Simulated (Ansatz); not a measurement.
Rows from a G0W0 calculation on Zn3SbN3 (Cm) (Ansatz 0.2.0; G0W0 on PBE, plane waves, PAW; PAW set soft_1; 4×4×4 mesh, 423 empty bands, screening to 150 eV, PAW set soft_1 files), in eV. Spin-orbit coupling is left out.

```csv
row,k,band,start,Σx,Σc at the solution,Vxc
A,"(0.000, 0.000, 0.250)",c1,9.993,-11.602,-3.206,-14.943
B,"(0.250, -0.250, 0.000)",c2,12.134,-10.354,-4.069,-14.678
C,"(0.000, 0.000, 0.250)",v1,8.355,-23.530,2.875,-20.089
D,"(0.000, 0.000, 0.250)",c2,11.922,-10.324,-4.038,-14.618
E,"(0.250, -0.250, 0.000)",v1,8.561,-24.688,3.101,-21.014
F,"(0.250, -0.250, 0.000)",c1,10.401,-9.514,-3.683,-13.386
```

**Question.** Give the quasiparticle energies and the shift of each level.

The quasiparticle equation reads E = start + Σx + Σc(E) − Vxc.

```csv
row,E (eV),shift (eV)
A,10.128,+0.135
B,12.389,+0.255
C,7.788,−0.567
D,12.179,+0.257
E,7.987,−0.573
F,10.590,+0.189
```

The gap over the computed points goes from 1.43 eV to 2.14 eV.

Limits: not at the basis limit; d shell near the gap, gap tends to lie low; no spin-orbit coupling.

[Paths, hosts, dates, memory and timing lines, banners, echoed tables and standing remarks are left out of the program output.]

[Logs are printed without paths, hosts, clocks, repeated set-up lines and the standing remarks that a program may print on its own settings, such as how far it seeks lower states.]

[Runs of the session that timed out or met a known fault of the program may be left out.]

[Cells called generated may have been cut or substituted from an entry of the Crystallography Open Database or the Materials Project.]

[Hosts, paths, dates, database ids (printed as entryN), source tags and the programs' standing remarks are cut or masked in the printed files.]
